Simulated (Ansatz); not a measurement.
# Au (Fm-3m, 1 atom in the cell): from the cell to its phonons, part 2 of 2

How does Au (Fm-3m, 1 atom in the cell) vibrate, and is this structure a minimum?

Ansatz 0.2.0; DFT LDA, scalar-relativistic, plane waves, PAW.

So far. Step 3 (Relaxing to small forces for the phonons): The forces vanish by symmetry and the pressure is 0.000 GPa, within the tolerances set. The cell now holds 16.58 Å³/atom. The relaxed cell has a = 4.048 Å (conventional setting).

The database entry behind the starting cell differs from later determinations by our own check (0.1 to 0.3 % short, probably kX units), so it need not match the best structure at ambient conditions.

## (4) Response at finite wavevector

Stability and thermal properties need the whole zone. Linear response on a 4×4×4 q mesh gives force constants as far as a supercell of that size would.

File input.yaml:

```yaml
crystal:
  lattice:
    - [0.0, 2.0240809914, 2.0240809914]
    - [2.0240809914, 0.0, 2.0240809914]
    - [2.0240809914, 2.0240809914, 0.0]
  atoms:
    - { symbol: Au, position: [0.0, 0.0, 0.0] }
kpoints:
  mp_grid: { grid: [16, 16, 16] }
hamiltonian:
  xc: lda
scf:
  occupations: { method: methfessel_paxton, width: 0.15 }
output:
  eigenvalues: true
phonons:
  method: dfpt
  qmesh: [4, 4, 4]
  temperatures: { t_max: 1000, t_step: 50 }
  qpath:
    path:
      - [[0.0, 0.0, 0.0], [0.5, 0.0, 0.5], [0.625, 0.25, 0.625]]
      - [[0.375, 0.375, 0.75], [0.0, 0.0, 0.0], [0.5, 0.5, 0.5], [0.5, 0.25, 0.75], [0.5, 0.0, 0.5]]
    npoints: 10
```

Started as:

```
$ ansatz run input.yaml --threads 4 --pin off --max-ram 7168MiB --backend cpu --events-out ev --progress --plain --runs-dir out
```

Numbers of over 12 decimals in the logs are rounded to 6 here.

Log:

```text
[...]
Crystal: 1 atoms, lattice volume = 16.585 Å³
Basis set: ecut = 420 eV, 331 PW (Γ), exchange–correlation on 40×40×40 points (8 copies of the dense FFT grid, shifted against one another)
Bands: 14, of which v1, the nominal top of the filled ones, is band 10 counted from 1 (9 counted from 0)
Symmetry: 48 space group operations
k-points: 145 of 4096
[...]
SCF iter   1: F=—  HF=-12864.955697 eV  |F-HF|=—  |Δ(HF+E_count)|=         —  Δρ=7.92e-3  dr2=6.30e-3  ethr=1.77e-3  ⟨swp⟩=4.5  Hψ=9917  notcnv=0
[...]
SCF iter   7: F=-12864.953747 eV  HF=-12864.953747 eV  |F-HF|=3.64e-12  |Δ(HF+E_count)|=  3.64e-11  S|Δr|=    0.00e0  Δρ=8.35e-8  dr2=7.97e-13  ethr=1.00e-12  ⟨swp⟩=6.2  Hψ=8221  notcnv=0
SCF 1 converged in 7 iterations: F = -12864.953747 eV  dr2 = 7.97e-13
[...]
NSCF: frozen V_eff on 145 k-points
[...]
DFPT response loops at q = (0, 0, 0) (fractional): preconditioner auto → Kerker (q_TF=auto, 2.791 Å⁻¹) (partly filled bands, converged f_vac=0.000); β = 1.00, the filter's whole step (`scf.mixing.beta` (0.50) is not read by the response loops under this deck's `scf.mixing.preconditioner`; to damp them name `kerker` or `kerker_dos`, under which they read `scf.mixing.beta`, and type it under 1.00, their step now; both keys bind the ground state too); Broyden in place of MSR1
[...]
SCF converged after 7 iterations
[...]
Free energy (F): -12864.953747 eV
[...]
Internal energy: -12864.953713 eV  (E = F + TS)
E sigma→0 (E₀):  -12864.953739 eV
Entropy (-TS):   -0.000035 eV (-0.035 meV/atom)
Fermi energy:    20.989401 eV
[...]
--- Band table (eV; the first three rows and the last of 145) ---
  k-point 0: bands = [... 6 lower, 16.1826, 16.1826, 17.7992, 17.7992, 35.4546, 39.5450, 39.5450, 39.5450]
  k-point 1: bands = [... 6 lower, 16.2321, 16.2321, 17.7762, 17.7762, 35.6271, 38.6926, 39.7187, 39.7187]
  k-point 2: bands = [... 6 lower, 16.3558, 16.3558, 17.7357, 17.7357, 35.9834, 37.0131, 40.2050, 40.2050]
  k-point 144: bands = [... 6 lower, 15.6799, 17.6196, 19.4103, 25.7776, 27.3702, 27.3702, 30.6316, 43.7354]
--- Phonons (Γ-DFPT): 1 representative perturbation + reference (Σ response iterations 3) ---
  ASR residual: 1.102e-4 → 0.000e0 eV/Å²; symmetrization residual: 6.670e-12 eV/Å²
  ASR residual per site (eV/Å²): 1.10e-4
  Γ frequencies (cm⁻¹): 0.00 0.00 0.00
--- Phonons (arbitrary-q DFPT): 8 irreducible q on the 4×4×4 mesh ---
  q = [0.0000, 0.0000, 0.0000] (star 1, of the zone-centre solve; hermiticity 4.42e-9, symmetrization 6.05e-8): -0.00 -0.00 0.00
  q = [0.0000, 0.0000, 0.2500] (star 8, 1 solved perturbation on 2176 of 4096 k-point pairs; hermiticity 6.40e-9, symmetrization 3.20e-9): 38.46 38.46 109.44
[...]
q = [0.0000, 0.2500, 0.2500] (star 6, 2 solved perturbations in 1808 linear systems a pass and spin channel, the states on 1160 of 4096 k-point pairs; hermiticity 1.33e-13, symmetrization 1.91e-13): 56.92 56.92 114.43
[...]
sum rule: each row above includes the acoustic sum rule's correction from the zone centre's row sums; it moved no ω² by more than (0.39 cm⁻¹)²
  mesh force constants: q→R imaginary residual 0.00e0; ASR residual 1.102e-4 → 0.000e0 eV/Å²; symmetrization residual 2.665e-15 eV/Å²
  interpolated dispersion: 62 rows × 3 modes
  density of states and harmonic sums: on the 28×28×28 q-mesh, interpolated from the force constants of a 4×4×4 supercell (no non-analytic term)
  largest difference from the sums on the solved wave vectors: F 1.42e-2 eV, S 1.82e-5 and C_V 4.06e-6 eV/K
  zero-point energy: 0.017230 eV/cell   skipped modes (ω ≤ 0): 3   left out of the sums: 4.56e-5 of the cell's modes: C_V's classical limit lies that fraction below 3 k_B per atom; for a crystal, a wire or a layer, F and S can be off by more, and a phonons.interpolated_qmesh denser along its periods is the remedy for the sampling
```

Run time: 3.3 min. Hardware: 4 threads of Arm Neoverse N1, shared host; peak memory 2.2 GiB.

In the SCF lines HF is the Harris–Foulkes energy and dr2 the Hartree energy of the density residual, in eV; the loop may stop once dr2 is under the threshold and the program's other checks hold. Hψ counts applications of the Hamiltonian.

Numbers from this step:

- sum-rule residual before enforcement: 1.10e-4 eV/Å²
- lowest frequency on the path: 0 cm⁻¹
- highest frequency on the path or at a solved wavevector: 159.7 cm⁻¹
- mean frequency: 92.7 cm⁻¹
- Debye temperature (second moment): 184 K
- logarithmic mean frequency: 85.2 cm⁻¹
- lowest mode on the q mesh (acoustic modes at Γ apart): 38.46 cm⁻¹
- zero-point energy per atom: 17.23 meV
- heat capacity at 300 K: 24.48 J/(mol atoms K)
- vibrational entropy at 300 K: 47.52 J/(mol atoms K)

Frequencies (cm⁻¹) solved at each irreducible wavevector; negative means imaginary. Frequencies by wavevector, by row:

| q in reciprocal lattice units | star | mode 1 | mode 2 | mode 3 |
| --- | --- | --- | --- | --- |
| 0 0 0 | 1 | 0 | 0 | 0 |
| 0 0 0.25 | 8 | 38.5 | 38.5 | 109.4 |
| 0 0 -0.5 | 4 | 61.5 | 61.5 | 159.7 |
| 0 0.25 0.25 | 6 | 56.9 | 56.9 | 114.4 |
| 0 0.25 -0.5 | 24 | 71.8 | 90.9 | 143.5 |
| 0 0.25 -0.25 | 12 | 56.8 | 91.6 | 134.4 |
| 0 -0.5 -0.5 | 3 | 88.7 | 88.7 | 155.4 |
| 0.25 -0.5 -0.25 | 6 | 87.5 | 122.9 | 122.9 |

Interpolated from a 4×4×4 q mesh. The phonon branches at the labelled points (cm⁻¹):

| point | branch 1 | branch 2 | branch 3 |
| --- | --- | --- | --- |
| Γ | 0 | 0 | 0 |
| halfway | 57 | 57 | 114 |
| X | 89 | 89 | 155 |
| halfway | 86 | 96 | 150 |
| U | 78 | 113 | 137 |
| jump to K | 78 | 113 | 137 |
| halfway | 44 | 66 | 120 |
| Γ | 0 | 0 | 0 |
| halfway | 38 | 38 | 109 |
| L | 62 | 62 | 160 |
| halfway | 68 | 94 | 145 |
| W | 88 | 123 | 123 |
| halfway | 88 | 98 | 146 |
| X | 89 | 89 | 155 |

The phonon branches as a text plot (rows in cm⁻¹):

```
    156 |           ***                         *****          **
    150 |         **   *                       *     *        *
    143 |        *      **                    *       *      *
    136 |                 *  **                        **   *
    130 |       *           *  *             *             *
    123 |                  *    *                        **
    116 |      *                                           *
    110 |                ** *               *           *   *
    103 |               *        *                     *     *
     96 |    **        *     **                       *       *
     90 |           ***                    *              *******
     83 |         **   **      *  **                 *   *
     77 |   *    *       **                         *   *
     70 |       *          *              *        *  **
     63 |                   *   *               ******
     57 |      *             **     *          *
     50 |  *                   * *       *    *
     43 |    **                 *            *
     37 |   *                    ***        *
     30 |                            *     *
     23 | **                      ***   * *
     17 |                           *    *
     10 | *                          *  *
      3 |*                            **
         Γ           X  U|K            Γ         L        W     X
```

Tetrahedra on a 28×28×28 mesh, mean over bins of 2 cm-1. Interpolated from a 4×4×4 q mesh. The phonon density of states by wavenumber; read off at these points:

| wavenumber (cm⁻¹) | phonon density of states (1/cm⁻¹/cell) |
| --- | --- |
| 5.0 | 1.5e-4 |
| 10.0 | 7.9e-4 |
| 15.0 | 0.0017 |
| 20.0 | 0.0029 |
| 25.0 | 0.00428 |
| 30.0 | 0.00596 |
| 35.0 | 0.00796 |
| 40.0 | 0.0104 |
| 45.0 | 0.0135 |
| 50.0 | 0.0177 |
| 55.0 | 0.0239 |
| 60.0 | 0.0373 |
| 63.0 | 0.0459 |
| 65.0 | 0.0434 |
| 70.0 | 0.0399 |
| 75.0 | 0.0378 |
| 80.0 | 0.0362 |
| 85.0 | 0.0349 |
| 90.0 | 0.0201 |
| 95.0 | 0.0190 |
| 100.0 | 0.0179 |
| 105.0 | 0.0167 |
| 110.0 | 0.0152 |
| 115.0 | 0.0134 |
| 120.0 | 0.0100 |
| 125.0 | 0.00803 |
| 130.0 | 0.0190 |
| 135.0 | 0.0367 |
| 140.0 | 0.0450 |
| 141.0 | 0.0462 |
| 145.0 | 0.0312 |
| 150.0 | 0.0179 |
| 155.0 | 0.00774 |
| 160.0 | 8.7e-4 |

Second derivatives of the energy by pair, one row for each kind of neighbour of each atom listed. Each entry sums the pair over the periodic images of the supercell that the q mesh stands for, and in a polar crystal it holds the long-range dipole part too. Force constants by pair, by row:

| atom | neighbour | distance (Å) | third of the trace (eV/Å²) | along the pair's line (eV/Å²) |
| --- | --- | --- | --- | --- |
| Au1 | itself | 0 | 7.124 | – |
| Au1 | Au | 2.862 | -0.5762 | -2.419 |
| Au1 | Au | 4.048 | -0.0621 | -0.2712 |
| Au1 | Au | 4.958 | -0.0124 | -0.0324 |
| Au1 | Au | 5.725 | 0.0692 | 0.1974 |
| Au1 | Au | 6.401 | -9.00e-4 | 0.0013 |
| Au1 | Au | 7.012 | -0.0043 | -0.0043 |

Harmonic thermodynamic functions per atom, from the density of states. Interpolated from a 4×4×4 q mesh. Thermodynamic functions, by row:

| T (K) | F_vib (meV/atom) | S (J/mol-atom/K) | C_V (J/mol-atom/K) |
| --- | --- | --- | --- |
| 0 | 17.23 | 0 | 0 |
| 50 | 15.61 | 9.193 | 14.47 |
| 100 | 7.39 | 21.85 | 21.27 |
| 200 | -24.25 | 37.69 | 23.92 |
| 300 | -68.73 | 47.52 | 24.48 |
| 400 | -121.8 | 54.59 | 24.68 |
| 500 | -181.3 | 60.11 | 24.77 |
| 600 | -246.1 | 64.63 | 24.82 |
| 700 | -315.1 | 68.46 | 24.86 |
| 800 | -387.8 | 71.78 | 24.88 |
| 900 | -463.7 | 74.71 | 24.89 |
| 1000 | -542.5 | 77.33 | 24.9 |

Harmonic mean-square displacement, third of the trace. Interpolated from a 4×4×4 q mesh. Mean square displacements, by row:

| T (K) | Au1 U_eq (Å²) |
| --- | --- |
| 0 | 0.00112 |
| 100 | 0.00301 |
| 300 | 0.0085 |
| 600 | 0.01689 |

Symmetry leaves 8 wavevectors to solve. The lowest mode among them, the acoustic zeros apart, lies at q = (0, 0, 0.25) and is real, 38.5 cm⁻¹.

## (5) Results

- space group after relaxation (within 0.01 Å): Fm-3m
- volume per atom: 16.6 Å³
- electronic character: no gap on this mesh
- lowest mode on the q mesh (acoustic modes at Γ apart): 38.5 cm⁻¹
- highest frequency on the path or at a solved wavevector: 160 cm⁻¹
- zero-point energy per atom: 17.2 meV
- heat capacity at 300 K: 24.5 J/(mol atoms K)
- vibrational entropy at 300 K: 47.5 J/(mol atoms K)
- Debye temperature (second moment): 184 K
- imaginary modes on the 4×4×4 q mesh: none

**Reading.** The structure is a minimum as far as tested: no mode is imaginary at the 8 irreducible wavevectors of the 4×4×4 mesh, and the softest away from the acoustic zeros lies at 38 cm⁻¹. With no gap, or one that is small against the smearing, the frequencies hang on the k mesh and the smearing, most of all near Kohn anomalies. Spin-orbit coupling is left out, which can matter for the heavy elements here. These are harmonic frequencies at zero temperature: anharmonic shifts, linewidths and thermal expansion are left out.

[Logs are printed without paths, hosts, clocks, repeated set-up lines and the standing remarks that a program may print on its own settings, such as how far it seeks lower states.]

[Hosts, paths, dates, database ids (printed as entryN), source tags and the programs' standing remarks are cut or masked in the printed files.]
